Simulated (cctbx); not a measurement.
# Which space group?

Cell: a = 11.4590 Å, b = 2.8440 Å, c = 5.6400 Å, α = 90.00°, β = 113.54°, γ = 90.00°. Expected content of the cell: Re6 P4 N4.

Simulated single-crystal data (cctbx): synchrotron X-rays, λ = 0.6889 Å, to d = 0.8 Å, 80 % of the full sphere, strongest reflection 5000 counts, noise from counting, a 1.5 % proportional error and a noise floor of 8 counts (s.d.); no absorption, some extinction.

Tests on the unmerged data give:

```text
1101 reflections to d = 0.801 A
centring   violations  <I/sigma> of those
    A        236 of   560      9.5
    B        236 of   547      9.7
    C          0 of   561      0.0
    I        227 of   542     10.1
    R        308 of   730      9.8
    F        236 of   834      6.4
Laue class    unique    Rint  (classes that these axes allow; Friedel mates merged)
C 1 2/m 1         203   0.022
space group    extra absences  I>4sigma  <I/sigma>
C 1 2 1                 0          0         -  acentric
C 1 m 1                 0          0         -  acentric
C 1 2/m 1               0          0         -  centric
Wilson B = 1.40 A^2   <|E^2-1|> = 0.829 (0.968 centric, 0.736 acentric)   E^2>4: 0.5 %
shell (A)         n   <I/sigma>
 5.25 - 1.59     29     39.9
 1.59 - 1.27     28     29.3
 1.27 - 1.11     29     37.4
 1.11 - 1.01     21     27.6
 1.01 - 0.94     23     26.9
 0.94 - 0.88     28     32.8
 0.88 - 0.84     27     20.0
 0.84 - 0.80     18     17.3
```

**Question.** What are the lattice type, the Laue class and the likely space group?

The reflections that C centring forbids are absent (⟨I/σ⟩ near 0), so the lattice is C.

Only C 1 2/m 1 fits these axes (Rint 0.022); a search for a hidden higher lattice was not made.

3 settings pass the absence test. No glide or screw absences show, which leaves C 1 2 1, C 1 m 1 and C 1 2/m 1.

⟨|E²−1|⟩ = 0.829 lies between the two ideal values. The Wilson B of 1.40 Å² means U ≈ 0.0177 Å².

The true group is C2/m (no. 12), Laue class 2/m, centrosymmetric. The tables only narrow the choice to the tied entries; cell content, site symmetry and trial solutions must settle it.

The model was made for the exercise: a known structure type with other elements put in, its volume estimated, not relaxed; displacement parameters are assumed.

[Logs are printed without paths, hosts, clocks, repeated set-up lines and the standing remarks that a program may print on its own settings, such as how far it seeks lower states.]
